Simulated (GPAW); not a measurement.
# Geometry or basis: what sets the conductance of a Li chain with one Cl atom in line

Aim: the conductance of a Li chain with one Cl atom in line after relaxation, and whether geometry, basis or functional moves it most.

Program: GPAW 26.7.0. Level of theory: GPAW LCAO, PAW setups; relaxation of the junction within the symmetry of its start, lead ends held, in the first sound run; inputs show where later runs differ. Results are calculated unless marked as measured.

**1. Starting point**

The cell holds 13 atoms: 12 Li and 1 Cl. Its edges and angles: a = 9.000 Å, b = 9.000 Å, c = 36.948 Å, α = 90.0°, β = 90.0°, γ = 90.0°. Regions: left lead, 6 atoms (6 Li); channel, 1 atom (1 Cl); right lead, 6 atoms (6 Li). Vacuum lies along a and b. The structure is stacked along c, and the current runs across the ab planes.

**2. Relaxing the atoms**

Transmission follows bond lengths closely, so the atoms between the held lead ends are relaxed first, within whatever symmetry the start has.

Input file run.py:

```python
import json
from ase import Atoms
from ase.constraints import FixAtoms
from ase.optimize import BFGS
from gpaw import GPAW, FermiDirac

device = Atoms(
    ['Li', 'Li', 'Li', 'Li', 'Li', 'Li', 'Cl', 'Li', 'Li', 'Li', 'Li', 'Li', 'Li'],
    positions=[
        [4.50000, 4.50000, 1.47500],
        [4.50000, 4.50000, 4.42500],
        [4.50000, 4.50000, 7.37500],
        [4.50000, 4.50000, 10.32500],
        [4.50000, 4.50000, 13.27500],
        [4.50000, 4.50000, 16.22500],
        [4.50000, 4.50000, 18.47380],
        [4.50000, 4.50000, 20.72260],
        [4.50000, 4.50000, 23.67260],
        [4.50000, 4.50000, 26.62260],
        [4.50000, 4.50000, 29.57260],
        [4.50000, 4.50000, 32.52260],
        [4.50000, 4.50000, 35.47260]],
    cell=[[9.0, 0.0, 0.0], [0.0, 9.0, 0.0], [0.0, 0.0, 36.9476]],
    pbc=True)

device.set_constraint(FixAtoms([0, 1, 2, 3, 4, 8, 9, 10, 11, 12]))
device.calc = GPAW(mode='lcao', basis='dzp', xc='PBE', h=0.18,
                   kpts={'size': (1, 1, 2), 'gamma': True},
                   symmetry={'tolerance': 1e-3, 'extra_ids': [1, 1, 1, 1, 1, 0, 0, 0, 1, 1, 1, 1, 1]},
                   occupations=FermiDirac(0.1), maxiter=250,
                   mixer=dict(beta=0.1, nmaxold=8, weight=100.0),
                   convergence=dict(density=0.0001), txt='relax.txt')
path = []
opt = BFGS(device, maxstep=0.15)
opt.attach(lambda: path.append((device.get_potential_energy(), device.positions.tolist(), device.get_forces().tolist())))
relaxed = bool(opt.run(fmax=0.05, steps=50))
json.dump(dict(relaxed=relaxed, path=path, positions=device.positions.tolist(), moments=device.get_magnetic_moments().tolist(),
               forces=device.get_forces(apply_constraint=False).tolist()), open('result.json', 'w'))
```

Started as:

```
$ OMP_NUM_THREADS=1 OPENBLAS_NUM_THREADS=1 python run.py
```

Log:

```text
Step          Energy          fmax
BFGS:    0      -14.720205        0.385470
BFGS:    1      -14.724296        0.357054
BFGS:    2      -14.747324        0.037951
```

Wall time 84 s (1 thread of Arm Neoverse V1, shared host); peak memory 1.4 GiB.

Relaxation path:

```csv
step,energy less that of the first step (eV),largest force (eV/Å)
1,0.0000,0.3855
2,-0.0041,0.3571
3,-0.0267,0.0380
```

The atoms that moved most (Å):

```csv
atom,dx,dy,dz,length
Li8,0.000,0.000,-0.075,0.075
Li6,0.000,0.000,0.075,0.075
```

The relaxation lowered the energy of the cell by 0.0267 eV (energies extrapolated to zero smearing; the optimiser's log prints free energies). The largest force left on a free atom is 0.038 eV/Å.

**3. Double-zeta polarised basis**

Localised orbitals split the wire into layers that couple to their neighbours alone, which is what the Green's function method needs; double zeta with polarisation is the usual level for numbers.

This step: GPAW LCAO, PAW setups; Landauer transmission from Green's functions with principal layers (ASE), zero bias (GPAW 26.7.0).

Input file run.py:

```python
import json
import numpy as np
from ase import Atoms
from ase.transport.calculators import TransportCalculator
from gpaw import GPAW, FermiDirac
from gpaw.lcao.tools import get_lcao_hamiltonian
from scipy.linalg import eigh

# The junction with lead layers at both ends, along the third cell vector
device = Atoms(
    ['Li', 'Li', 'Li', 'Li', 'Li', 'Li', 'Cl', 'Li', 'Li', 'Li', 'Li', 'Li', 'Li'],
    positions=[
        [4.50000, 4.50000, 1.47500],
        [4.50000, 4.50000, 4.42500],
        [4.50000, 4.50000, 7.37500],
        [4.50000, 4.50000, 10.32500],
        [4.50000, 4.50000, 13.27500],
        [4.50000, 4.50000, 16.29970],
        [4.50000, 4.50000, 18.47380],
        [4.50000, 4.50000, 20.64790],
        [4.50000, 4.50000, 23.67260],
        [4.50000, 4.50000, 26.62260],
        [4.50000, 4.50000, 29.57260],
        [4.50000, 4.50000, 32.52260],
        [4.50000, 4.50000, 35.47260]],
    cell=[[9.0, 0.0, 0.0], [0.0, 9.0, 0.0], [0.0, 0.0, 36.9476]],
    pbc=True)

# One principal layer of the lead: the first 3 atoms of the device
lead = Atoms(
    ['Li', 'Li', 'Li'],
    positions=[
        [4.50000, 4.50000, 1.47500],
        [4.50000, 4.50000, 4.42500],
        [4.50000, 4.50000, 7.37500]],
    cell=[[9.0, 0.0, 0.0], [0.0, 9.0, 0.0], [0.0, 0.0, 8.85]],
    pbc=True)

settings = dict(mode='lcao', basis='dzp', xc='PBE', h=0.2,
                occupations=FermiDirac(0.1), maxiter=250,
                mixer=dict(beta=0.1, nmaxold=8, weight=100.0),
                convergence=dict(density=0.0001))
energies = np.arange(-2, 2 + 1e-9, 0.025)
eta = 0.0001
n1, n2 = 1, 1
# k and -k transmit alike, so half of the mesh across the current serves
mesh = [(i, j) for i in range(n1) for j in range(n2) if (i, j) <= (-i % n1, -j % n2)]
weights = np.array([1 if (i, j) == (-i % n1, -j % n2) else 2 for i, j in mesh]) / (n1 * n2)


def ground_state(atoms, size, txt):
    atoms.calc = GPAW(kpts={'size': size, 'gamma': True}, symmetry={'tolerance': 1e-3}, txt=txt, **settings)
    atoms.get_potential_energy()
    return atoms.calc.get_fermi_level()


def blocks(atoms, fermi, points, nz, cells):
    """H - E_F S and S between cell 0 and the cells above it, at each point across the current."""
    kz = np.arange(nz) / nz
    calc = atoms.calc.fixed_density(kpts=[(*k, z) for k in points for z in kz], symmetry='off', txt=None)
    H, S = get_lcao_hamiltonian(calc)
    H = (H - fermi * S).reshape(len(H), len(points), nz, *S.shape[1:])
    S = S.reshape(H.shape[1:])
    phases = [np.exp(-2j * np.pi * kz * R) / nz for R in cells]
    return [(np.einsum('skzij,z->ksij', H, p), np.einsum('kzij,z->kij', S, p)) for p in phases]


def pair(a, b):
    return np.block([[a, b], [b.T.conj(), a]])


def count_channels(h, s, cells, nk=240):
    """Half the number of times that the lead's bands cross each energy, unfolded to its shortest repeat."""
    b = len(h) // cells
    bands = []
    for k in (np.arange(nk + 1) + 0.5) / nk:
        hk, sk = h[:b, :b].copy(), s[:b, :b].copy()
        for R in range(1, cells):
            phase, block = np.exp(2j * np.pi * k * R), slice(R * b, (R + 1) * b)
            hk += h[:b, block] * phase + (h[:b, block] * phase).T.conj()
            sk += s[:b, block] * phase + (s[:b, block] * phase).T.conj()
        w, u = eigh(sk)
        x = u[:, w > 1e-5] / w[w > 1e-5]**0.5  # drop near-dependent combinations
        bands.append(np.r_[eigh(x.T.conj() @ hk @ x, eigvals_only=True), [1e9] * (w <= 1e-5).sum()])
    below = np.array(bands)[:, :, None] < energies
    return (below[1:] != below[:-1]).sum((0, 1)) / 2


fermi_lead = ground_state(lead, (1, 1, 13), 'lead.txt')
fermi_device = ground_state(device, (1, 1, 2), 'device.txt')
T, channels, eigen, tail, misfit, shifts = [], [], [], 0.0, 0.0, []
for first in range(0, len(mesh), 657):
    points = [(i / n1, j / n2) for i, j in mesh[first:first + 657]]
    (H0k, S0k), (H1k, S1k), (H2k, _) = blocks(lead, fermi_lead, points, 5, range(3))
    [(Hk, Sk)] = blocks(device, fermi_device, points, 2, [0])
    tail = max(tail, abs(H2k).max())
    for H0, S0, H1, S1, H, S in zip(H0k, S0k, H1k, S1k, Hk, Sk):
        n = len(S0)
        # Shift the lead onto the potential of the device's first layer
        shift = ((H[:, 0, 0] - H0[:, 0, 0]) / S0[0, 0]).real.mean()
        shifts.append(shift)
        misfit = max(misfit, abs(H[:, :n, :n] - H0 - shift * S0).max())
        Tk, Ck, Ek = [], [], []
        for s in range(len(H)):
            t = s % len(H0)  # a lead without moments serves both spins
            h1, s1 = pair(H0[t] + shift * S0, H1[t] + shift * S1), pair(S0, S1)
            leads = dict(h1=h1, s1=s1, energies=energies, eta=eta, eta1=eta, eta2=eta)
            calc = TransportCalculator(h=H[s], s=S, eigenchannels=3, **leads)
            Tk.append(calc.get_transmission())
            Ek.append(np.sort(calc.eigenchannels_ne, axis=0)[::-1])
            Ck.append(count_channels(h1, s1, 6))
        T.append(Tk)
        channels.append(Ck)
        eigen.append(Ek)
T, channels = np.array(T), np.array(channels)
mean, open_channels = np.einsum('kse,k->se', T, weights), np.einsum('kse,k->se', channels, weights)

print(f'basis functions: device {len(S)}, principal layer {n}')
print(f'Fermi level: lead {fermi_lead:.4f} eV, device {fermi_device:.4f} eV; lead shifted by {np.mean(shifts):.4f} eV')
print(f'largest coupling past the next layer {tail:.2e} eV, largest misfit of the first layer {misfit:.3f} eV')
print('  E-E_F (eV)   ' + 'T (one spin)  channels')
for e, t, c in zip(energies, mean.T, open_channels.T):
    print(f'{e:10.3f}  ', *[f'{x:11.4e}' for x in t], *[f'{x:9.4f}' for x in c])

kT = 8.617333e-5 * 300
fine = np.linspace(energies[0], energies[-1], 4001)
both = np.exp(np.interp(fine, energies, np.log(np.maximum(mean.sum(0) * 2 / len(mean), 1e-30))))
fermi = lambda mu: 1 / (1 + np.exp(np.clip((fine - mu) / kT, -200, 200)))
slope = fermi(0) * (1 - fermi(0)) / kT
G = np.trapezoid(both * slope, fine) / 2
seebeck = -np.trapezoid(both * slope * fine, fine) / (2 * G * 300) * 1e6
print(f'conductance at 300 K: {G:.5g} G0 a cell; thermopower {seebeck:.4g} uV/K')
bias = [0.1, 0.2, 0.5, 1.0, 1.5, 2.0]
current = [38.74 * np.trapezoid(both * (fermi(V / 2) - fermi(-V / 2)), fine) for V in bias]
for V, I in zip(bias, current):
    print(f'current from the zero-bias T(E) at {V} V: {I:.5g} uA')
zero = abs(energies).argmin()
json.dump(dict(energies=energies.tolist(), T=mean.tolist(), channels=open_channels.tolist(), G=G, seebeck=seebeck,
               bias=bias, current=current, tail=tail, misfit=misfit, shift=np.mean(shifts), n_device=len(S), n_lead=n,
               fermi=[fermi_lead, fermi_device], energy=device.get_potential_energy(),
               moments=device.get_magnetic_moments().tolist(), mesh=mesh, weights=weights.tolist(),
               T_k=T[:, :, zero].tolist(), eigen=np.array(eigen[0]).tolist()), open('result.json', 'w'))
```

Log:

```text
basis functions: device 73, principal layer 15
Fermi level: lead -2.7382 eV, device -2.6603 eV; lead shifted by 0.0011 eV
largest coupling past the next layer 1.28e-08 eV, largest misfit of the first layer 0.026 eV
  E-E_F (eV)   T (one spin)  channels
    -2.000    4.7188e-17    0.0000
    -1.975    4.6629e-17    0.0000
    -1.950    4.6065e-17    0.0000
    -1.925    4.5497e-17    0.0000
    -1.900    4.4925e-17    0.0000
    -1.875    4.4348e-17    0.0000
    -1.850    4.3767e-17    0.0000
    -1.825    4.3182e-17    0.0000
    -1.800    4.2592e-17    0.0000
    -1.775    4.1999e-17    0.0000
    -1.750    4.1400e-17    0.0000
    -1.725    4.0798e-17    0.0000
    -1.700    4.0191e-17    0.0000
    -1.675    3.9579e-17    0.0000
    -1.650    3.8963e-17    0.0000
    -1.625    3.8341e-17    0.0000
[...]
1.825    1.0416e-02    1.0000
     1.850    1.0571e-02    1.0000
     1.875    1.0698e-02    1.0000
     1.900    1.0790e-02    1.0000
     1.925    1.0842e-02    1.0000
     1.950    1.0847e-02    1.0000
     1.975    1.0798e-02    1.0000
     2.000    1.0688e-02    1.0000
conductance at 300 K: 0.0049254 G0 a cell; thermopower 0.3954 uV/K
current from the zero-bias T(E) at 0.1 V: 0.038113 uA
current from the zero-bias T(E) at 0.2 V: 0.075934 uA
current from the zero-bias T(E) at 0.5 V: 0.18505 uA
current from the zero-bias T(E) at 1.0 V: 0.34319 uA
current from the zero-bias T(E) at 1.5 V: 0.46112 uA
current from the zero-bias T(E) at 2.0 V: 0.55609 uA
```

The job ended after 37 s (1 thread; peak memory 1 GiB).

Numbers from this step:

```yaml
conductance: 0.004925 G₀
largest_coupling_past_the_next_principal_layer: 1.28e-8 eV
largest_misfit_of_the_first_principal_layer: 0.02575 eV
shift_that_aligns_the_lead: 0.001076 eV
basis_functions_of_the_junction: 73
basis_functions_of_a_principal_layer: 15
transmission_at_the_fermi_level_one_spin: 0.004943
open_channels_of_the_lead_at_the_fermi_level_one_spin: 1
```

One spin. The transmission, zone mean by energy, zero at the Fermi level:

```csv
energy (eV),"transmission, zone mean"
-2.000,0
-1.800,0
-1.600,0
-1.400,0
-1.200,0
-1.000,0
-0.800,1.3e-12
-0.600,0.00185
-0.400,0.00356
-0.200,0.00462
0.000,0.00494
0.200,0.00468
0.400,0.00446
0.600,0.00454
0.800,0.00473
1.000,0.00510
1.200,0.00571
1.400,0.00679
1.600,0.00843
1.800,0.0102
2.000,0.0107
```

Crossings of the lead's bands, unfolded to its shortest repeat. Table of open channels, zone mean by energy, zero at the Fermi level:

energy (eV), open channels, zone mean and a bar:
```
   -0.800       0.00 
   -0.600       1.00 ##############################
   -0.400       1.00 ##############################
   -0.200       1.00 ##############################
    0.000       1.00 ##############################
    0.200       1.00 ##############################
    0.400       1.00 ##############################
    0.600       1.00 ##############################
    0.800       1.00 ##############################
    1.000       1.00 ##############################
    1.200       1.00 ##############################
    1.400       1.00 ##############################
    1.600       1.00 ##############################
    1.800       1.00 ##############################
    2.000       1.00 ##############################
```

Not self-consistent under bias; the bias window is split evenly. Table of current through one cell, from the zero-bias transmission by bias:

```csv
bias (V),"current through one cell, from the zero-bias transmission (μA)"
0.100,0.0381
0.200,0.0759
0.500,0.185
1.000,0.343
1.500,0.461
2.000,0.556
```

Table of transmission of the three most open eigenchannels by energy, zero at the Fermi level:

```csv
energy (eV),channel 1,channel 2 = channel 3
-0.800,1.3e-12,0
-0.700,7.3e-4,0
-0.600,0.00185,0
-0.500,0.00281,0
-0.400,0.00356,0
-0.300,0.00415,0
-0.200,0.00462,0
-0.100,0.00489,0
0.000,0.00494,0
0.100,0.00484,0
0.200,0.00468,0
0.300,0.00454,0
0.400,0.00446,0
0.500,0.00445,0
0.600,0.00454,0
0.700,0.00460,0
0.800,0.00473,0
0.900,0.00489,0
1.000,0.00510,0
1.100,0.00536,0
1.200,0.00571,0
1.300,0.00618,0
1.400,0.00679,0
1.500,0.00755,0
1.600,0.00843,0
1.700,0.00937,0
1.800,0.0102,0
1.900,0.0108,0
2.000,0.0107,0
```

Couplings past the next layer reach 1.3e-8 eV, small enough to drop; the matrix elements of the cell's first layer differ from the bulk lead's by up to 0.026 eV. That layer keeps its own values in the calculation, and only beyond it is the lead taken as perfect. The Fermi levels of lead and junction count from different zeros of potential, one for each periodic cell; with both set to zero, the small remaining shift is what aligns them. By hand: G = 0.004925 × 77.48 μS = 0.382 μS, a resistance of 2620 kΩ; at 0.1 V a linear junction would pass 0.0382 μA, and the integral over the bias window gives 0.0381 μA.

**4. Single-zeta polarised basis**

One radial function a shell plus polarisation makes the matrices smaller; the question is what that costs.

Edit run.py of step 3 so:

```diff
@@ -38,3 +38,3 @@
 
-settings = dict(mode='lcao', basis='dzp', xc='PBE', h=0.2,
+settings = dict(mode='lcao', basis='szp(dzp)', xc='PBE', h=0.2,
                 occupations=FermiDirac(0.1), maxiter=250,
```

Log:

```text
basis functions: device 57, principal layer 12
Fermi level: lead -2.8434 eV, device -2.7329 eV; lead shifted by 0.0012 eV
largest coupling past the next layer 1.26e-08 eV, largest misfit of the first layer 0.027 eV
  E-E_F (eV)   T (one spin)  channels
    -2.000    1.5621e-22    0.0000
    -1.975    1.4989e-22    0.0000
    -1.950    1.4366e-22    0.0000
    -1.925    1.3755e-22    0.0000
    -1.900    1.3154e-22    0.0000
    -1.875    1.2565e-22    0.0000
    -1.850    1.1987e-22    0.0000
    -1.825    1.1422e-22    0.0000
    -1.800    1.0867e-22    0.0000
    -1.775    1.0325e-22    0.0000
    -1.750    9.7950e-23    0.0000
    -1.725    9.2766e-23    0.0000
    -1.700    8.7699e-23    0.0000
    -1.675    8.2747e-23    0.0000
    -1.650    7.7908e-23    0.0000
    -1.625    7.3178e-23    0.0000
[...]
1.825    1.0526e-02    1.0000
     1.850    1.0582e-02    1.0000
     1.875    1.0596e-02    1.0000
     1.900    1.0563e-02    1.0000
     1.925    1.0479e-02    1.0000
     1.950    1.0338e-02    1.0000
     1.975    1.0136e-02    1.0000
     2.000    9.8657e-03    1.0000
conductance at 300 K: 0.0021665 G0 a cell; thermopower 5.536 uV/K
current from the zero-bias T(E) at 0.1 V: 0.016777 uA
current from the zero-bias T(E) at 0.2 V: 0.033499 uA
current from the zero-bias T(E) at 0.5 V: 0.082758 uA
current from the zero-bias T(E) at 1.0 V: 0.15865 uA
current from the zero-bias T(E) at 1.5 V: 0.21714 uA
current from the zero-bias T(E) at 2.0 V: 0.26999 uA
```

It took 35 s on 1 thread; peak memory 1 GiB.

This step gave:

* conductance: 0.002167 G₀
* thermopower: 5.536 μV/K
* largest coupling past the next principal layer: 1.26e-8 eV
* largest misfit of the first principal layer: 0.02658 eV
* shift that aligns the lead: 0.001171 eV
* basis functions of the junction: 57
* basis functions of a principal layer: 12
* transmission at the Fermi level (one spin): 0.002170

One spin. The transmission, zone mean by energy, zero at the Fermi level:

energy (eV), transmission, zone mean and a bar:
```
   -2.000     0.0000 
   -1.800     0.0000 
   -1.600     0.0000 
   -1.400     0.0000 
   -1.200     0.0000 
   -1.000     0.0000 
   -0.800     0.0000 
   -0.600     0.0013 ####
   -0.400     0.0022 ######
   -0.200     0.0024 #######
    0.000     0.0022 ######
    0.200     0.0018 #####
    0.400     0.0017 #####
    0.600     0.0019 #####
    0.800     0.0024 #######
    1.000     0.0033 #########
    1.200     0.0047 #############
    1.400     0.0066 ###################
    1.600     0.0088 #########################
    1.800     0.0104 ##############################
    1.875     0.0106 ##############################
    2.000     0.0099 ############################
```

Crossings of the lead's bands, unfolded to its shortest repeat. Open channels, zone mean against energy, zero at the Fermi level:

```csv
energy (eV),"open channels, zone mean"
-0.800,0
-0.600,1
-0.400,1
-0.200,1
0.000,1
0.200,1
0.400,1
0.600,1
0.800,1
1.000,1
1.200,1
1.400,1
1.600,1
1.800,1
2.000,1
```

Not self-consistent under bias; the bias window is split evenly. Current through one cell, from the zero-bias transmission against bias:

```csv
bias (V),"current through one cell, from the zero-bias transmission (nA)"
0.100,16.8
0.200,33.5
0.500,82.8
1.000,159
1.500,217
2.000,270
```

Transmission of the three most open eigenchannels against energy, zero at the Fermi level:

```csv
energy (eV),channel 1,channel 2 = channel 3
-0.800,0,0
-0.700,5.8e-4,0
-0.600,0.00133,0
-0.500,0.00186,0
-0.400,0.00219,0
-0.300,0.00234,0
-0.200,0.00239,0
-0.100,0.00232,0
0.000,0.00217,0
0.100,0.00199,0
0.200,0.00184,0
0.300,0.00173,0
0.400,0.00169,0
0.500,0.00173,0
0.600,0.00186,0
0.700,0.00206,0
0.800,0.00236,0
0.900,0.00277,0
1.000,0.00330,0
1.100,0.00394,0
1.200,0.00472,0
1.300,0.00562,0
1.400,0.00664,0
1.500,0.00772,0
1.600,0.00881,0
1.700,0.00977,0
1.800,0.0104,0
1.900,0.0106,0
2.000,0.00987,0
```

The conductance, 0.00217 G₀, lies 56 % below that of the dzp run.

(Part 1 of 2 ends here.)

[Logs are printed without paths, hosts, clocks, repeated set-up lines and the standing remarks that a program may print on its own settings, such as how far it seeks lower states.]

[Hosts, paths, dates, database ids (printed as entryN), source tags and the programs' standing remarks are cut or masked in the printed files.]
